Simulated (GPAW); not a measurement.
# Ti K ELNES/XANES of Ti4O5 (I4/m) from DFT

What does one-electron theory with a core hole give for the Ti K edge of Ti4O5 (I4/m)?

Program: GPAW 26.7.0. Level of theory: X-ray absorption from dipole matrix elements to empty bands, plane-wave PAW LDA+U. Results are calculated unless marked as measured.

## Step 1: The structure

Symmetry: I4/m, No. 87, tetragonal system. Conventional cell: a = 6.612 Å, b = 6.612 Å, c = 4.151 Å, α = 90.00°, β = 90.00°, γ = 90.00°. Nearest to Ti lie 6 O at 2.01 to 2.14 Å. Nearest to O lie 4 Ti at 2.01 Å. O has 5 Ti at 2.08 to 2.14 Å nearest. Farther neighbours and most contacts between anions are not listed.

## Step 2: Ground state of the crystal

A plain self-consistent run shows whether there is a gap, which decides the set-up of the core-hole run.

File scf.py:

```python
import numpy as np
from ase import Atoms
from ase.parallel import parprint, paropen
from gpaw import GPAW, PW, FermiDirac, Mixer, MixerDif, setup_paths
from gpaw.test import gen
setup_paths.insert(0, '.')
gen('Ti', name='nch1s', xcname='LDA', corehole=(1, 0, 0), write_xml=True)
from gpaw.mpi import world
world.barrier()

atoms = Atoms('Ti4O5',
    cell=[[-3.30616792, 3.30616792, 2.07528548],
     [3.30616792, -3.30616792, 2.07528548],
     [3.30616792, 3.30616792, -2.07528548]],
    scaled_positions=[[0.60869752, 0.78345248, 0.39215001],
     [0.21654751, 0.60869752, 0.82524504],
     [0.78345248, 0.39130247, 0.17475496],
     [0.39130247, 0.21654751, 0.60784999],
     [0.5, 0.5, 0],
     [0.90887015, 0.68925036, 0.59812051],
     [0.31074964, 0.90887015, 0.21961979],
     [0.68925036, 0.09112985, 0.78038021],
     [0.09112985, 0.31074964, 0.40187949]],
    pbc=True)
atoms.calc = calc = GPAW(legacy_gpaw=True, mode=PW(500, force_complex_dtype=True), xc='LDA', setups={'Ti': ':d,2', 0: 'nch1s:d,2'},
    kpts={'size': (7, 7, 7), 'gamma': True}, occupations=FermiDirac(0.05),
    charge=0, mixer=Mixer(0.05, 8, 50), maxiter=150,
    convergence={'density': 0.0001, 'eigenstates': 1e-6}, txt='scf.txt')
energy = atoms.get_potential_energy() + calc.get_reference_energy()
ef = calc.get_fermi_level()
out = dict(energy=energy, fermi=ef, forces=atoms.get_forces().tolist())
parprint(f'all-electron energy {energy:.4f} eV, Fermi level {ef:.4f} eV')
ev = np.array([[calc.get_eigenvalues(k, s) for k in range(len(calc.get_ibz_k_points()))] for s in range(calc.get_number_of_spins())])
out['homo'], out['lumo'], out['counts'] = ev[ev < ef].max(), ev[ev > ef].min(), sorted(set((ev < ef).sum((0, 2)).tolist()))
out['filled'] = (ev[:, 0] < ef).sum(1).tolist()
import json
with paropen('out.json', 'w') as f:
    json.dump(out, f)
```

Launch:

```sh
$ OMP_NUM_THREADS=1 mpirun -n 4 gpaw python scf.py
```

Numbers of over 12 decimals in the logs are rounded to 6 here.

Output:

```text
Input parameters:
  convergence: {density: 0.0001,
                eigenstates: 1e-06}
  kpts: {gamma: True,
         size: (7, 7, 7)}
  maxiter: 150
  mixer: {backend: pulay,
          beta: 0.05,
          method: separate,
          nmaxold: 8,
          weight: 50}
  mode: {ecut: 500.0,
         force_complex_dtype: True,
         name: pw}
  occupations: {fixmagmom: False,
                name: fermi-dirac,
                width: 0.05}
  setups: {0: nch1s:d,2,
           Ti: :d,2}

Initialize ...

[... PAW data sets ...]

Reference energy: -102835.336573  # eV

Spin-paired calculation

[... convergence settings ...]
Symmetries present (total): 2
  [... symmetry matrices ...]

343 k-points: 7 x 7 x 7 Monkhorst-Pack grid
100 k-points in the irreducible part of the Brillouin zone
       k-points in crystal coordinates                weights
   0:     0.00000000    0.00000000    0.00000000          1/343
   1:     0.00000000    0.00000000    0.14285714          2/343
   2:     0.00000000    0.00000000    0.28571429          2/343
   3:     0.00000000    0.00000000    0.42857143          2/343
   4:     0.14285714   -0.14285714   -0.42857143          2/343
   5:     0.14285714   -0.14285714   -0.28571429          2/343
   6:     0.14285714   -0.14285714   -0.14285714          2/343
   7:     0.14285714   -0.14285714    0.00000000          2/343
   8:     0.14285714   -0.14285714    0.14285714          2/343
   9:     0.14285714   -0.14285714    0.28571429          2/343
          ...
  99:     0.42857143    0.42857143    0.42857143          4/343

Wave functions: Plane wave expansion
  Cutoff energy: 500.000 eV
  Number of coefficients (min, max): 2272, 2322
  Pulay-stress correction: 0.000000 eV/Ang^3 (de/decut=0.000000)
  Using FFTW library
  Wavefunction extrapolation:
    Improved wavefunction reuse through dual PAW basis

Occupation numbers: Fermi-Dirac:
  width: 0.0500  # eV

Eigensolver
   Davidson(niter=2)

Densities:
  Coarse grid: 27*27*27 grid
  Fine grid: 54*54*54 grid
  Total Charge: 0.000000

Density mixing:
  Method: separate
  Backend: pulay
  Linear mixing parameter: 0.05
  old densities: 8
  Width of damping distribution: 1.1
  Damping of long wavelength oscillations: 50

[... Hamiltonian set-up ...]
Number of atoms: 9
Number of atomic orbitals: 72
Number of bands in calculation: 51
Number of valence electrons: 78
Bands to converge: occupied

... initialized

Initializing position-dependent things.

Density initialized from atomic densities
Creating initial wave functions:
  51 bands from LCAO basis set

         Ti   O
          O   Ti
               Oi
               O    Ti

Atomic positions and initial magnetic moments

Positions:
   0 Ti     1.874283    0.718745    2.075285    ( 0.0000,  0.0000,  0.0000)
   1 Ti     4.024912    1.431885   -0.000000    ( 0.0000,  0.0000,  0.0000)
   2 Ti    -0.718745    1.874283    2.075285    ( 0.0000,  0.0000,  0.0000)
   3 Ti     1.431885    2.587423   -0.000000    ( 0.0000,  0.0000,  0.0000)
   4 O      0.000000    0.000000    2.075285    ( 0.0000,  0.0000,  0.0000)
   5 O      1.251387    2.703587    2.075285    ( 0.0000,  0.0000,  0.0000)
   6 O      2.703587   -1.251387    2.075285    ( 0.0000,  0.0000,  0.0000)
   7 O      0.602581    4.557555   -0.000000    ( 0.0000,  0.0000,  0.0000)
   8 O      2.054781    0.602581   -0.000000    ( 0.0000,  0.0000,  0.0000)

Unit cell:
           periodic     x           y           z      points  spacing
  1. axis:    yes   -3.306168    3.306168    2.075285    27     0.1302
  2. axis:    yes    3.306168   -3.306168    2.075285    27     0.1302
  3. axis:    yes    3.306168    3.306168   -2.075285    27     0.1732

  Lengths:   5.115496   5.115496   5.115496
  Angles:   99.472905  99.472905 132.131749

Effective grid spacing dv^(1/3) = 0.1664

iter:   1   -83.436164
iter:   2   -81.549307   -0.95  -1.10
iter:   3   -76.938729   -0.03  -1.15
iter:   4   -77.110755   -0.72  -1.47
iter:   5   -79.281371   -0.45  -1.51
iter:   6   -77.087799   -0.59  -1.35
iter:   7   -77.125051   -1.38  -2.44
iter:   8   -77.121097c  -2.20  -2.47
iter:   9   -77.130522c  -2.42  -2.72
iter:  10   -77.123058c  -3.12  -2.58
iter:  11   -77.119934c  -3.35  -2.80
iter:  12   -77.119854c  -4.11  -3.04
iter:  13   -77.120128c  -3.76  -3.09
iter:  14   -77.120060c  -4.73  -3.51
iter:  15   -77.119980c  -5.17  -3.58
iter:  16   -77.119982c  -5.00  -3.81
iter:  17   -77.119973c  -5.94  -3.95
iter:  18   -77.119973c  -5.98  -4.36c
iter:  19   -77.119972c  -6.36c -4.52c

Converged after 19 iterations.

Dipole moment: (0.000000, -0.000000, -0.000000) |e|*Ang

Energy contributions relative to reference atoms: (reference = -102835.336573)

Kinetic:        +60.035746
Potential:      -63.457089
External:        +0.000000
XC:             -73.640174
Entropy (-ST):   -0.030997
Local:           -0.042957
SIC:             +0.000000
--------------------------
Free energy:    -77.135471
Extrapolated:   -77.119972

Showing only first 2 kpts
 Kpt  Band  Eigenvalues  Occupancy
  0    37      9.47732    2.00000
  0    38     10.09565    2.00000
  0    39     10.62268    1.93796
  0    40     11.08244    0.00632

  1    37      9.43468    2.00000
  1    38     10.14610    2.00000
  1    39     10.69898    1.74329
  1    40     11.08910    0.00554

Fermi level: 10.79476

No gap
No difference between direct/indirect transitions

Forces in eV/Ang:
  0 Ti    0.04250   -0.04803    0.00000
  1 Ti   -0.04796   -0.04248    0.00000
  2 Ti    0.04796    0.04248    0.00000
  3 Ti   -0.04250    0.04803    0.00000
  4 O     0.00000   -0.00000    0.00000
  5 O    -0.08609   -0.02490    0.00000
  6 O    -0.02478    0.08613    0.00000
  7 O     0.02478   -0.08613    0.00000
  8 O     0.08609    0.02490    0.00000
Scalar-relativistic atomic LDA calculation for Ti (Titanium, Z=22)
Core hole in 1s state (1s occupation: 2.0)
600 radial gridpoints.
|------------------------------------------------|
|------------------------------------------------|
[... the atom generator's iteration count ...]

Energy contributions:
-------------------------
Kinetic:     +858.169401
XC:           -40.035523
Potential:  -1669.760805
-------------------------
Total:       -851.626927

state      eigenvalue         ekin         rmax
-----------------------------------------------
1s^2.0 :  -178.412898   235.142209        0.046
2s^2.0 :   -19.674824    40.676506        0.270
2p^6.0 :   -16.315972    39.591103        0.219
3s^2.0 :    -2.287902     8.427789        0.869
3p^6.0 :    -1.425558     7.161594        0.900
3d^2.0 :    -0.164024     3.704740        0.977
4s^2.0 :    -0.168799     0.875365        2.882
4p^0.0 :    -0.056429     0.465286        3.811
-----------------------------------------------
(units: Bohr and Hartree)

Generating PAW setup
Kinetic energy of the core from tauc = 793.509929
Cutoffs:
rc(s)=2.400
rc(p)=2.000
rc(d)=2.000
rc(vbar)=1.800
rc(comp)=2.300
rc(nct)=2.400

Kinetic energy of the core states: 789.184048
Charge: 0.0
Core electrons: 10.0
Valence electrons: 12.0
Pseudo-core charge: 0.000001
Shape function alpha=1.890
Pseudo-electron charge 6.382666
state    eigenvalue         norm
--------------------------------
3s(2) :    -2.287902     0.302066
4s(2) :    -0.168799     0.990650
3p(6) :    -1.425558     0.436626
4p(0) :    -0.056429     0.981035
3d(2) :    -0.164024     0.588737
*d    :     0.835976
--------------------------------

Diagonalizing with gridspacing h=0.050

state   all-electron     PAW
-------------------------------
3s:      -2.287902    -2.288205
3p:      -1.425558    -1.426242
3d:      -0.164024    -0.164519
*f:                    0.065395
-------------------------------
all-electron energy -102912.4565 eV, Fermi level 10.7948 eV
```

Run time: 83 s. Hardware: 4 MPI ranks of Intel Xeon Platinum 8488C (Sapphire Rapids), shared host; peak memory 0.32 GiB.

The mesh shows no gap, so the system is treated as a metal and the core electron is put at the Fermi level (neutral cell).

## Step 3: Supercell without a hole, the energy reference

The photon energy needs a difference of total energies, so the cell and mesh of the coming hole run are first run without a hole.

File scf.py:

```python
import numpy as np
from ase import Atoms
from ase.parallel import parprint, paropen
from gpaw import GPAW, PW, FermiDirac, Mixer, MixerDif, setup_paths
from gpaw.test import gen
setup_paths.insert(0, '.')
gen('Ti', name='nch1s', xcname='LDA', corehole=(1, 0, 0), write_xml=True)
from gpaw.mpi import world
world.barrier()

atoms = Atoms('Ti8O10',
    cell=[[-3.30616792, 3.30616792, 2.07528548],
     [3.30616792, 3.30616792, 2.07528548],
     [-3.30616792, 3.30616792, -6.22585644]],
    scaled_positions=[[0.02089628, 0.39215001, 0.80434876],
     [0.52089628, 0.39215001, 0.30434876],
     [0.49957623, 0.82524504, 0.10827376],
     [0.99957623, 0.82524504, 0.60827376],
     [0.50042377, 0.17475496, 0.89172624],
     [0.00042377, 0.17475496, 0.39172624],
     [0.97910372, 0.60784999, 0.19565124],
     [0.47910372, 0.60784999, 0.69565124],
     [0.25, 0, 0.75],
     [0.75, 0, 0.25],
     [0.26518472, 0.59812051, 0.95443508],
     [0.76518471, 0.59812051, 0.45443508],
     [0.74650467, 0.21961979, 0.65537482],
     [0.24650467, 0.21961979, 0.15537482],
     [0.25349533, 0.78038021, 0.34462518],
     [0.75349533, 0.78038021, 0.84462518],
     [0.73481529, 0.40187949, 0.04556492],
     [0.23481529, 0.40187949, 0.54556492]],
    pbc=True)
atoms.calc = calc = GPAW(legacy_gpaw=True, mode=PW(500, force_complex_dtype=True), xc='LDA', setups={'Ti': ':d,2', 0: 'nch1s:d,2'},
    kpts={'size': (4, 4, 3), 'gamma': True}, occupations=FermiDirac(0.1),
    charge=0, mixer=Mixer(0.05, 8, 50), maxiter=150,
    convergence={'density': 0.0001, 'eigenstates': 1e-6}, txt='scf.txt')
energy = atoms.get_potential_energy() + calc.get_reference_energy()
ef = calc.get_fermi_level()
out = dict(energy=energy, fermi=ef, forces=atoms.get_forces().tolist())
parprint(f'all-electron energy {energy:.4f} eV, Fermi level {ef:.4f} eV')
ev = np.array([[calc.get_eigenvalues(k, s) for k in range(len(calc.get_ibz_k_points()))] for s in range(calc.get_number_of_spins())])
out['homo'], out['lumo'], out['counts'] = ev[ev < ef].max(), ev[ev > ef].min(), sorted(set((ev < ef).sum((0, 2)).tolist()))
out['filled'] = (ev[:, 0] < ef).sum(1).tolist()
import json
with paropen('out.json', 'w') as f:
    json.dump(out, f)
```

Output:

```text
Input parameters:
  convergence: {density: 0.0001,
                eigenstates: 1e-06}
  kpts: {gamma: True,
         size: (4, 4, 3)}
  maxiter: 150
  mixer: {backend: pulay,
          beta: 0.05,
          method: separate,
          nmaxold: 8,
          weight: 50}
  mode: {ecut: 500.0,
         force_complex_dtype: True,
         name: pw}
  occupations: {fixmagmom: False,
                name: fermi-dirac,
[...]
4s(2) :    -0.168799     0.990650
3p(6) :    -1.425558     0.436626
4p(0) :    -0.056429     0.981035
3d(2) :    -0.164024     0.588737
*d    :     0.835976
--------------------------------

Diagonalizing with gridspacing h=0.050

state   all-electron     PAW
-------------------------------
3s:      -2.287902    -2.288205
3p:      -1.425558    -1.426242
3d:      -0.164024    -0.164519
*f:                    0.065395
-------------------------------
all-electron energy -205824.9460 eV, Fermi level 10.7554 eV
[key lines of the parts left out:]
Converged after 30 iterations.
Dipole moment: (0.000000, 0.000000, -0.000000) |e|*Ang
Free energy:   -154.388881
Fermi level: 10.75544
```

It took 2.3 min on 4 MPI ranks; peak memory 0.39 GiB.

Reference energy: -205824.946 eV with the cores included.

[end of part 1 of 2]

[Banner, clock and machine lines of the logs are left out without a mark of their own.]

[Logs are printed without paths, hosts, clocks, repeated set-up lines and the standing remarks that a program may print on its own settings, such as how far it seeks lower states.]

[Hosts, paths, dates, database ids (printed as entryN), source tags and the programs' standing remarks are cut or masked in the printed files.]

[Lists of maxima count a maximum above −3 eV only where it reaches 4 % of the highest in the window and stands out from its surroundings by 2 % of it (1.5 % where it reaches 55 %); shoulders and weaker maxima are passed over, and of the rest the first, up to two pre-edge ones and the few strongest are named.]
